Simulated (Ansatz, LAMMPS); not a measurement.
# Squeezing and shearing glassy B2O3 (85 atoms), part 2 of 4

Aim: relax glassy B2O3 (85 atoms), then change its volume and shape to read moduli from the stress.

Ansatz 0.2.0; Kohn-Sham DFT, PBE, PAW (set soft_2), plane waves.

The cell: 34 B and 51 O. The quench rate of 10 K/ps is orders of magnitude faster than experiment. The network of bonds at the start is that of the classical potential that made the cell. Sampling is at Γ alone.

So far. Step 2 (Single point at the start): The r.m.s. force at the start is 0.89 eV/Å.

## Step 3: Cell and atoms relaxed

The cell is relaxed with the atoms, since the starting lattice needn't suit this functional.

input.yaml

```yaml
crystal:
  lattice:
    - [10.2971, 0.0, 0.0]
    - [0.0, 10.2971, 0.0]
    - [0.0, 0.0, 10.2971]
  atoms:
    [... the 85 atom lines of step 2 ...]
kpoints:
  mp_grid: { grid: [1, 1, 1] }
hamiltonian:
  xc: pbe
scf:
  occupations: { method: fermi_dirac, width: 0.025 }
output:
  forces: true
relax:
  f_tol: 0.05
  max_steps: 150
  cell: {}
```

Command:

```sh
$ ansatz run input.yaml --threads 4 --pin off --max-ram 8192MiB --backend cpu --events-out ev --progress --plain --runs-dir out
```

Numbers of over 12 decimals in the logs are rounded to 6 here.

Output:

```text
[...]
Crystal: 85 atoms, lattice volume = 1091.804 Å³
Basis set: ecut = 420 eV, 21367 PW (Γ), exchange–correlation on 144×144×144 points (8 copies of the dense FFT grid, shifted against one another)
Bands: 289, of which v1, the nominal top of the filled ones, is band 204 counted from 1 (203 counted from 0)
Symmetry: 1 space group operations
[...]
k-points: 1
[...]
SCF iter   1: F=—  HF=-34301.476836 eV  |F-HF|=—  |Δ(HF+E_count)|=         —  Δρ=4.07e-3  dr2=1.45e-1  ethr=1.77e-3  ⟨swp⟩=6.0  Hψ=1239  notcnv=0  defer=53
[...]
SCF iter   9: F=-34301.489584 eV  HF=-34301.489584 eV  |F-HF|=1.04e-8  |Δ(HF+E_count)|=   5.96e-8  Δρ=1.01e-6  dr2=1.56e-8  ethr=2.45e-11  ⟨swp⟩=4.0  Hψ=808  notcnv=0
SCF 1 converged in 9 iterations: F = -34301.489584 eV  dr2 = 1.56e-8
[...]
relax step   1: F+E_penalty+E_count = -34301.48958351 eV  Δ(F+E_penalty+E_count) = +0.000e0 eV  max|allowed force component| = 3.082e0 eV/Å  Δτ_max = 0.0000 Å  P = -9.741 GPa  Ω = 1091.804 Å³  (9 SCF iters, dr2 threshold 1.00e-7 eV, accepted)
[... from here on, the SCF cycles and remarks between the steps are left out ...]
relax step   2: F+E_penalty+E_count = -34306.95092000 eV  Δ(F+E_penalty+E_count) = -5.461e0 eV  max|allowed force component| = 2.051e0 eV/Å  Δτ_max = 0.1945 Å  P = -4.068 GPa  Ω = 1054.642 Å³  energy of the carried Pulay correction = +1.420e-1 eV  (7 SCF iters, dr2 threshold 8.50e-6 eV, accepted)
relax step   3: F+E_penalty+E_count = -34309.48124599 eV  Δ(F+E_penalty+E_count) = -2.530e0 eV  max|allowed force component| = 9.339e-1 eV/Å  Δτ_max = 0.2000 Å  P = -1.247 GPa  Ω = 1037.161 Å³  energy of the carried Pulay correction = +2.105e-1 eV  (7 SCF iters, dr2 threshold 8.50e-6 eV, accepted)
relax step   4: F+E_penalty+E_count = -34310.33513289 eV  Δ(F+E_penalty+E_count) = -8.539e-1 eV  max|allowed force component| = 4.607e-1 eV/Å  Δτ_max = 0.2000 Å  P = -0.630 GPa  Ω = 1035.666 Å³  energy of the carried Pulay correction = +2.164e-1 eV  (7 SCF iters, dr2 threshold 8.50e-6 eV, accepted)
relax step   5: F+E_penalty+E_count = -34310.80925703 eV  Δ(F+E_penalty+E_count) = -4.741e-1 eV  max|allowed force component| = 5.088e-1 eV/Å  Δτ_max = 0.1934 Å  P = -0.221 GPa  Ω = 1029.979 Å³  energy of the carried Pulay correction = +2.390e-1 eV  (7 SCF iters, dr2 threshold 8.50e-6 eV, accepted)
relax step   6: F+E_penalty+E_count = -34311.11694080 eV  Δ(F+E_penalty+E_count) = -3.077e-1 eV  max|allowed force component| = 3.574e-1 eV/Å  Δτ_max = 0.2000 Å  P = -0.195 GPa  Ω = 1033.421 Å³  energy of the carried Pulay correction = +2.253e-1 eV  (7 SCF iters, dr2 threshold 8.50e-6 eV, accepted)
relax step   7: F+E_penalty+E_count = -34311.42634063 eV  Δ(F+E_penalty+E_count) = -3.094e-1 eV  max|allowed force component| = 2.185e-1 eV/Å  Δτ_max = 0.2000 Å  P = -0.225 GPa  Ω = 1035.164 Å³  energy of the carried Pulay correction = +2.184e-1 eV  (7 SCF iters, dr2 threshold 7.98e-6 eV, accepted)
relax step   8: F+E_penalty+E_count = -34311.64853703 eV  Δ(F+E_penalty+E_count) = -2.222e-1 eV  max|allowed force component| = 4.956e-1 eV/Å  Δτ_max = 0.1928 Å  P = -0.152 GPa  Ω = 1031.865 Å³  energy of the carried Pulay correction = +2.315e-1 eV  (7 SCF iters, dr2 threshold 2.98e-6 eV, accepted)
relax step   9: F+E_penalty+E_count = -34311.86036376 eV  Δ(F+E_penalty+E_count) = -2.118e-1 eV  max|allowed force component| = 1.795e-1 eV/Å  Δτ_max = 0.2000 Å  P = -0.109 GPa  Ω = 1029.040 Å³  energy of the carried Pulay correction = +2.427e-1 eV  (7 SCF iters, dr2 threshold 8.50e-6 eV, accepted)
relax step  10: F+E_penalty+E_count = -34311.99703668 eV  Δ(F+E_penalty+E_count) = -1.367e-1 eV  max|allowed force component| = 9.224e-2 eV/Å  Δτ_max = 0.2000 Å  P = -0.084 GPa  Ω = 1025.542 Å³  energy of the carried Pulay correction = +2.567e-1 eV  (7 SCF iters, dr2 threshold 2.01e-6 eV, accepted)
relax step  11: F+E_penalty+E_count = -34312.10006122 eV  Δ(F+E_penalty+E_count) = -1.030e-1 eV  max|allowed force component| = 7.242e-2 eV/Å  Δτ_max = 0.2000 Å  P = -0.019 GPa  Ω = 1021.150 Å³  energy of the carried Pulay correction = +2.743e-1 eV  (8 SCF iters, dr2 threshold 5.32e-7 eV, accepted)
relax step  12: F+E_penalty+E_count = -34312.15457429 eV  Δ(F+E_penalty+E_count) = -5.451e-2 eV  max|allowed force component| = 9.711e-2 eV/Å  Δτ_max = 0.2000 Å  P = -0.023 GPa  Ω = 1020.312 Å³  energy of the carried Pulay correction = +2.776e-1 eV  (9 SCF iters, dr2 threshold 3.28e-7 eV, accepted)
relax step  13: F+E_penalty+E_count = -34312.18056465 eV  Δ(F+E_penalty+E_count) = -2.599e-2 eV  max|allowed force component| = 8.951e-2 eV/Å  Δτ_max = 0.2000 Å  P = +0.046 GPa  Ω = 1020.409 Å³  energy of the carried Pulay correction = +2.772e-1 eV  (8 SCF iters, dr2 threshold 5.89e-7 eV, accepted)
relax step  14: F+E_penalty+E_count = -34312.18430020 eV  Δ(F+E_penalty+E_count) = -3.736e-3 eV  max|allowed force component| = 4.077e-2 eV/Å  Δτ_max = 0.0440 Å  P = -0.028 GPa  Ω = 1021.392 Å³  energy of the carried Pulay correction = +2.733e-1 eV  (7 SCF iters, dr2 threshold 5.01e-7 eV, accepted)
relax step  15: F+E_penalty+E_count = -34312.19209245 eV  Δ(F+E_penalty+E_count) = -7.792e-3 eV  max|allowed force component| = 2.075e-2 eV/Å  Δτ_max = 0.0300 Å  P = +0.016 GPa  Ω = 1019.864 Å³  energy of the carried Pulay correction = +2.794e-1 eV  (8 SCF iters, dr2 threshold 2.04e-8 eV, accepted)
relax step  16: F+E_penalty+E_count = -34312.18885483 eV  Δ(F+E_penalty+E_count) = +3.238e-3 eV  max|allowed force component| = 8.645e-3 eV/Å  Δτ_max = 0.0212 Å  P = -0.010 GPa  Ω = 1020.856 Å³  energy of the carried Pulay correction = +2.755e-1 eV  (7 SCF iters, dr2 threshold 8.21e-9 eV, accepted)
relax step  17: F+E_penalty+E_count = -34312.08254291 eV  Δ(F+E_penalty+E_count) = +1.063e-1 eV  max|allowed force component| = 8.979e-3 eV/Å  Δτ_max = 0.0000 Å  P = -0.246 GPa  Ω = 1020.856 Å³  stress off target by 4.69e-1 GPa  SCF on the basis re-selected at this cell (its energy is not comparable with the rows above)  (7 SCF iters)
relax step  18: F+E_penalty+E_count = -34312.11723038 eV  Δ(F+E_penalty+E_count) = -3.469e-2 eV  max|allowed force component| = 1.027e-1 eV/Å  Δτ_max = 0.0462 Å  P = +0.443 GPa  Ω = 1011.527 Å³  energy of the carried Pulay correction = +3.731e-2 eV  (7 SCF iters, dr2 threshold 5.49e-7 eV, rejected (line search))
relax step  19: F+E_penalty+E_count = -34312.11140094 eV  Δ(F+E_penalty+E_count) = -2.886e-2 eV  max|allowed force component| = 8.264e-2 eV/Å  Δτ_max = 0.0224 Å  P = +0.075 GPa  Ω = 1016.666 Å³  energy of the carried Pulay correction = +1.689e-2 eV  (10 SCF iters, accepted)
relax step  20: F+E_penalty+E_count = -34312.12803483 eV  Δ(F+E_penalty+E_count) = -1.663e-2 eV  max|allowed force component| = 2.680e-2 eV/Å  Δτ_max = 0.0506 Å  P = -0.007 GPa  Ω = 1014.661 Å³  energy of the carried Pulay correction = +2.491e-2 eV  (7 SCF iters, dr2 threshold 4.27e-7 eV, accepted)
relax step  21: F+E_penalty+E_count = -34312.11428403 eV  Δ(F+E_penalty+E_count) = +1.375e-2 eV  max|allowed force component| = 2.667e-2 eV/Å  Δτ_max = 0.0000 Å  P = -0.033 GPa  Ω = 1014.661 Å³  stress off target by 7.72e-2 GPa  SCF on the basis re-selected at this cell (its energy is not comparable with the rows above)  (6 SCF iters)
relax step  22: F+E_penalty+E_count = -34312.11746609 eV  Δ(F+E_penalty+E_count) = -3.182e-3 eV  max|allowed force component| = 2.420e-2 eV/Å  Δτ_max = 0.0390 Å  P = +0.001 GPa  Ω = 1014.534 Å³  energy of the carried Pulay correction = +5.829e-4 eV  (8 SCF iters, dr2 threshold 1.49e-8 eV, accepted)
relax step  23: F+E_penalty+E_count = -34312.11991552 eV  Δ(F+E_penalty+E_count) = -2.449e-3 eV  max|allowed force component| = 4.381e-2 eV/Å  Δτ_max = 0.0443 Å  P = -0.000 GPa  Ω = 1013.809 Å³  energy of the carried Pulay correction = +3.343e-3 eV  (8 SCF iters, dr2 threshold 6.82e-9 eV, rejected (line search))
relax step  24: F+E_penalty+E_count = -34312.11972786 eV  Δ(F+E_penalty+E_count) = -2.262e-3 eV  max|allowed force component| = 5.974e-3 eV/Å  Δτ_max = 0.0181 Å  P = +0.000 GPa  Ω = 1014.152 Å³  energy of the carried Pulay correction = +2.049e-3 eV  (9 SCF iters, accepted)
relax step  25: F+E_penalty+E_count = -34312.11616940 eV  Δ(F+E_penalty+E_count) = +3.558e-3 eV  max|allowed force component| = 5.896e-3 eV/Å  Δτ_max = 0.0000 Å  P = -0.002 GPa  Ω = 1014.152 Å³  stress off target by 2.91e-2 GPa  SCF on the basis re-selected at this cell (its energy is not comparable with the rows above)  (5 SCF iters)
[...]
SCF converged after 5 iterations
Free energy (F): -34312.116169 eV
[...]
Internal energy: -34312.116169 eV  (E = F + TS)
E sigma→0 (E₀):  -34312.116169 eV
Fermi energy:    3.484164 eV
[...]
--- Forces (eV/Å), atoms counted from 1 ---
  atom   1  B      0.00004644    -0.00003404     0.00309833
  atom   2  B     -0.00053218    -0.00029591     0.00323917
  atom   3  B      0.00174798     0.00011258     0.00184607
  atom   4  B      0.00055051    -0.00041710     0.00252060
  atom   5  B     -0.00340043     0.00026627    -0.00265380
  atom   6  B      0.00186251    -0.00182049    -0.00118854
  atom   7  B     -0.00188272    -0.00111484     0.00030790
  atom   8  B      0.00043909    -0.00235286    -0.00300512
  atom   9  B      0.00013773    -0.00087576     0.00073721
  atom  10  B      0.00269173     0.00443513     0.00011836
  atom  11  B     -0.00240476     0.00012076    -0.00375271
  atom  12  B     -0.00263193    -0.00165624    -0.00035919
  atom  13  B      0.00045737    -0.00121738    -0.00062001
  atom  14  B     -0.00149376     0.00265228     0.00463667
[...]
atom  84  O      0.00102298    -0.00019629    -0.00164945
  atom  85  O      0.00036910    -0.00069143     0.00060119
  max |Σ_I F_I| component: 6.92e-6 eV/Å
--- Stress (GPa, compression-positive) ---
       -0.010229      -0.007854      -0.016797
       -0.007844       0.013310       0.017151
       -0.016802       0.017131      -0.007753
  P = ⅓ Tr σ = -0.0016 GPa (-0.016 kbar)
--- Relaxed structure (22 steps of the walk, 20 accepted, 3 SCFs on fresh bases) ---
  F+E_penalty+E_count = -34312.11616940 eV   max|allowed force component| = 5.896e-3 eV/Å   (the final SCF, on the basis selected at the relaxed cell)
  cell:  # Å, volume = 1014.1519 Å³
    - [9.941918, -0.232947, -0.350542]
    - [-0.232947, 10.436116, 0.305779]
    - [-0.350542, 0.305779, 9.800450]
  atoms:
    - { symbol: B, position: [0.722348, 0.555625, 0.864861] }
    - { symbol: B, position: [0.285060, 0.835271, 0.422638] }
    - { symbol: B, position: [0.226540, 0.948890, 0.943824] }
    - { symbol: B, position: [0.026448, 0.861747, 0.810136] }
[...]
- { symbol: O, position: [0.189659, 0.536313, 0.588879] }
```

Elapsed: 2.6 min, on 4 threads of Arm Neoverse V2, shared host; peak memory 1.2 GiB.

The relaxation converged after 22 steps, with a largest force component of 0.0059 eV/Å.

## Step 4: Single point at the relaxed geometry

The electronic structure is read at the final geometry, in a run of its own.

input.yaml

```yaml
crystal:
  lattice:
    - [9.94192, -0.23295, -0.35054]
    - [-0.23295, 10.43612, 0.30578]
    - [-0.35054, 0.30578, 9.80045]
  atoms:
    - { symbol: B, position: [0.72235, 0.55563, 0.86486] }
    - { symbol: B, position: [0.28506, 0.83527, 0.42264] }
    - { symbol: B, position: [0.22654, 0.94889, 0.94382] }
    - { symbol: B, position: [0.02645, 0.86175, 0.81014] }
    - { symbol: B, position: [0.88609, 0.72588, 0.62261] }
    - { symbol: B, position: [0.42403, 0.99913, 0.54613] }
    [... 73 atom lines left out ...]
    - { symbol: O, position: [0.64785, 0.82273, 0.33474] }
    - { symbol: O, position: [0.55947, 0.12439, 0.28153] }
    - { symbol: O, position: [0.96063, 0.91483, 0.31331] }
    - { symbol: O, position: [0.20518, 0.92164, 0.0794] }
    - { symbol: O, position: [0.62917, 0.89249, 0.79034] }
    - { symbol: O, position: [0.18966, 0.53631, 0.58888] }
kpoints:
  mp_grid: { grid: [1, 1, 1] }
hamiltonian:
  xc: pbe
scf:
  occupations: { method: fermi_dirac, width: 0.025 }
output:
  forces: true
  stress: true
  populations: true
  dos:
    method: { smearing: { sigma: 0.1 } }
    de: 0.1
    projected: { site_lists: { B: [B], O: [O] } }
  eigenvalues: true
  write_density: true
  write_potential: true
  volumetric_format: npy
  elf: true
```

Output:

```text
[...]
Crystal: 85 atoms, lattice volume = 1014.153 Å³
Basis set: ecut = 420 eV, 19861 PW (Γ), exchange–correlation on 144×144×144 points (8 copies of the dense FFT grid, shifted against one another)
Bands: 289, of which v1, the nominal top of the filled ones, is band 204 counted from 1 (203 counted from 0)
Symmetry: 1 space group operations
[...]
k-points: 1
[...]
SCF iter   1: F=—  HF=-34312.098645 eV  |F-HF|=—  |Δ(HF+E_count)|=         —  Δρ=3.55e-3  dr2=9.98e-2  ethr=1.77e-3  ⟨swp⟩=6.0  Hψ=1248  notcnv=0  defer=57
[...]
SCF iter   9: F=-34312.116163 eV  HF=-34312.116163 eV  |F-HF|=5.66e-9  |Δ(HF+E_count)|=  1.46e-11  Δρ=8.59e-7  dr2=7.94e-9  ethr=2.45e-11  ⟨swp⟩=8.0  Hψ=1493  notcnv=0
SCF 1 converged in 9 iterations: F = -34312.116163 eV  dr2 = 7.94e-9
[...]
SCF converged after 9 iterations
Free energy (F): -34312.116163 eV
[...]
Internal energy: -34312.116163 eV  (E = F + TS)
E sigma→0 (E₀):  -34312.116163 eV
Fermi energy:    3.484258 eV
[...]
--- Forces (eV/Å), atoms counted from 1 ---
  atom   1  B      0.00086750    -0.00357666     0.00191656
  atom   2  B     -0.00089389     0.00059766     0.00208737
  atom   3  B      0.00256553     0.00092903     0.00402186
  atom   4  B      0.00009824    -0.00182836     0.00102241
  atom   5  B     -0.00333994     0.00089903    -0.00323232
  atom   6  B      0.00438543    -0.00328720    -0.00017051
  atom   7  B     -0.00321895    -0.00203336     0.00102148
  atom   8  B     -0.00148780    -0.00229692    -0.00121680
  atom   9  B     -0.00182780    -0.00457782    -0.00294107
  atom  10  B      0.00646040     0.00438096    -0.00145441
  atom  11  B     -0.00218736     0.00131014    -0.00197610
  atom  12  B     -0.00297096    -0.00157291    -0.00031849
  atom  13  B     -0.00022861    -0.00409392    -0.00205123
  atom  14  B      0.00041023     0.00215487     0.00376001
[...]
atom  84  O      0.00160632     0.00049311    -0.00210437
  atom  85  O      0.00044294    -0.00063557     0.00140745
  max |Σ_I F_I| component: 1.49e-5 eV/Å
--- Stress (GPa, compression-positive) ---
       -0.011227      -0.007046      -0.015685
       -0.007037       0.013590       0.016717
       -0.015690       0.016697      -0.008452
  P = ⅓ Tr σ = -0.0020 GPa (-0.020 kbar)
--- Band table (eV) ---
[...]
--- Löwdin populations: 85 sites ---
  site symbol       q [e]
     0      B      2.3137
     1      B      2.3245
     2      B      2.3048
[...]
84      O      6.3649
  spilling = 0.009594 (of n_electrons = 408.000000)
```

Elapsed: 11 s, on 4 threads; peak memory 1.1 GiB.

Read from the output:

| Item | Value |
| --- | --- |
| free energy | -34312.1162 eV |
| free energy per atom | -403.6720 eV/atom |
| SCF cycles | 9 |
| pressure | -0.002029 GPa |
| r.m.s. force component | 0.00242 eV/Å |
| longest force | 0.00893 eV/Å |
| Fermi energy | 3.484 eV |
| gap (highest filled to lowest empty level) | 5.717 eV |
| spilling of the projection | 0.009594 |

## Step 5: Volume -3 %

The relaxed cell is scaled evenly and the atoms are relaxed again; the stress at the end gives one point of P(V).

input.yaml, the sections that differ from step 4:

```yaml
crystal:
  lattice:
    - [9.84149, -0.2306, -0.347]
    - [-0.2306, 10.3307, 0.30269]
    - [-0.347, 0.30269, 9.70145]
  atoms:
    [... the 85 atom lines of step 4 ...]
output:
  forces: true
  eigenvalues: true
  stress: true
relax:
  f_tol: 0.05
  max_steps: 70
# kpoints, hamiltonian, scf: as in step 4
```

Output:

```text
Warning: output.stress: scf.convergence.dr2_threshold = 1e-7 eV (the SCF's general default) is looser than the 8.5e-9 eV advised for a printed stress (1e-10 eV for each atom of the cell: 85). What an SCF threshold leaves in a stress goes as its square root, and in the free energy as the threshold itself, and one threshold admits the most on a small cell: [...]
[...]
Crystal: 85 atoms, lattice volume = 983.728 Å³
Basis set: ecut = 420 eV, 19239 PW (Γ), exchange–correlation on 144×144×144 points (8 copies of the dense FFT grid, shifted against one another)
Bands: 289, of which v1, the nominal top of the filled ones, is band 204 counted from 1 (203 counted from 0)
Symmetry: 1 space group operations
[...]
k-points: 1
[...]
SCF iter   1: F=—  HF=-34311.610281 eV  |F-HF|=—  |Δ(HF+E_count)|=         —  Δρ=3.70e-3  dr2=1.04e-1  ethr=1.77e-3  ⟨swp⟩=6.0  Hψ=1254  notcnv=0  defer=60
[...]
SCF iter   6: F=-34311.625852 eV  HF=-34311.625852 eV  |F-HF|=6.73e-7  |Δ(HF+E_count)|=   3.44e-6  Δρ=2.17e-5  dr2=4.37e-6  ethr=1.53e-8  ⟨swp⟩=17.0  Hψ=1877  notcnv=0
SCF 1 converged in 6 iterations: F = -34311.625852 eV  dr2 = 4.37e-6
[...]
relax step   1: F+E_penalty+E_count = -34311.62585245 eV  Δ(F+E_penalty+E_count) = +0.000e0 eV  max|allowed force component| = 4.790e-1 eV/Å  Δτ_max = 0.0000 Å  (6 SCF iters, dr2 threshold 6.25e-5 eV, accepted)
[...]
relax step   2: F+E_penalty+E_count = -34311.86563327 eV  Δ(F+E_penalty+E_count) = -2.398e-1 eV  max|allowed force component| = 2.721e-1 eV/Å  Δτ_max = 0.0547 Å  (6 SCF iters, dr2 threshold 1.43e-5 eV, accepted)
[...]
relax step   3: F+E_penalty+E_count = -34311.95674931 eV  Δ(F+E_penalty+E_count) = -9.112e-2 eV  max|allowed force component| = 1.457e-1 eV/Å  Δτ_max = 0.0519 Å  (6 SCF iters, dr2 threshold 4.63e-6 eV, accepted)
relax step   4: F+E_penalty+E_count = -34311.99934070 eV  Δ(F+E_penalty+E_count) = -4.259e-2 eV  max|allowed force component| = 1.698e-1 eV/Å  Δτ_max = 0.1741 Å  (7 SCF iters, dr2 threshold 6.09e-6 eV, accepted)
relax step   5: F+E_penalty+E_count = -34312.00734428 eV  Δ(F+E_penalty+E_count) = -8.004e-3 eV  max|allowed force component| = 4.338e-2 eV/Å  Δτ_max = 0.0489 Å  (6 SCF iters, dr2 threshold 8.27e-6 eV, accepted)
[...]
relax step   6: F+E_penalty+E_count = -34312.00734576 eV  Δ(F+E_penalty+E_count) = -1.481e-6 eV  max|allowed force component| = 4.350e-2 eV/Å  Δτ_max = 0.0000 Å  (4 SCF iters, accepted)
SCF converged after 4 iterations
Free energy (F): -34312.007346 eV
[...]
Internal energy: -34312.007346 eV  (E = F + TS)
E sigma→0 (E₀):  -34312.007346 eV
Fermi energy:    3.714651 eV
[...]
--- Forces (eV/Å), atoms counted from 1 ---
  atom   1  B      0.01571855    -0.00031935     0.00180092
  atom   2  B      0.00807537     0.00840627     0.00882409
  atom   3  B      0.01729962     0.02093143     0.01127903
  atom   4  B     -0.01862950    -0.00413307    -0.01663996
  atom   5  B     -0.01070419    -0.02858368    -0.01177372
  atom   6  B      0.00571010    -0.00074743     0.00261874
  atom   7  B     -0.01075855     0.00482733     0.01015163
  atom   8  B     -0.01075774    -0.01286965     0.01289315
  atom   9  B     -0.03097233     0.02245080    -0.04349913
  atom  10  B     -0.00211016     0.00238809     0.00403261
  atom  11  B     -0.00246889     0.01489675     0.01793723
  atom  12  B     -0.00146170     0.02285927     0.00764778
  atom  13  B      0.01257791     0.02083382     0.01199244
  atom  14  B      0.01284000    -0.00317557    -0.00137385
[...]
atom  84  O      0.00302711     0.03802672    -0.01508331
  atom  85  O      0.00071735    -0.01050456     0.01225649
  max |Σ_I F_I| component: 9.68e-6 eV/Å
--- Stress (GPa, compression-positive) ---
        1.021685       0.119706       0.028951
        0.119704       1.198257       0.040532
        0.028944       0.040512       1.080341
  P = ⅓ Tr σ = 1.1001 GPa (11.001 kbar)
--- Band table (eV) ---
[...]
--- Relaxed structure (6 steps of the walk, 6 accepted, 0 SCFs on fresh bases) ---
  F+E_penalty+E_count = -34312.00734576 eV   max|allowed force component| = 4.350e-2 eV/Å
  atoms:
    - { symbol: B, position: [0.723843, 0.554981, 0.865779] }
    - { symbol: B, position: [0.286072, 0.834350, 0.426346] }
    - { symbol: B, position: [0.234044, 0.948599, 0.942005] }
    - { symbol: B, position: [0.037907, 0.861049, 0.804863] }
[...]
- { symbol: O, position: [0.180784, 0.531278, 0.586675] }
```

The job ended after 38 s (4 threads; peak memory 1.1 GiB).

The program notes that the SCF threshold is loose for the stress.

The relaxation converged after 6 steps, 0.381 eV below its start, with a largest force component of 0.043 eV/Å.

Volume -3 %: the energy stands 0.109 eV above that of the reference, at a pressure of 1.10 GPa.

## Step 6: Volume +3 %

The relaxed cell is scaled to another volume.

Input and log are left out; they have the form of those shown for this kind of step.

Wall time 41 s (4 threads of Arm Neoverse V2, shared host); peak memory 1.2 GiB.

The relaxation converged after 6 steps, 0.338 eV below its start, with a largest force component of 0.019 eV/Å.

Volume +3 %: the energy stands 0.103 eV above that of the reference, at a pressure of -1.08 GPa.

## Step 7: Volume -6 %

The relaxed cell is scaled to another volume.

Input and log are left out; they have the form of those shown for this kind of step.

The job ended after 41 s (4 threads of Arm Neoverse V2, shared host; peak memory 1.1 GiB; 2.6 min of CPU time).

The relaxation converged after 6 steps, 1.62 eV below its start, with a largest force component of 0.025 eV/Å.

Volume -6 %: the energy stands 0.432 eV above that of the reference, at a pressure of 2.20 GPa.

[end of part 2 of 4]

[Logs are printed without paths, hosts, clocks, repeated set-up lines and the standing remarks that a program may print on its own settings, such as how far it seeks lower states.]

[Hosts, paths, dates, database ids (printed as entryN), source tags and the programs' standing remarks are cut or masked in the printed files.]
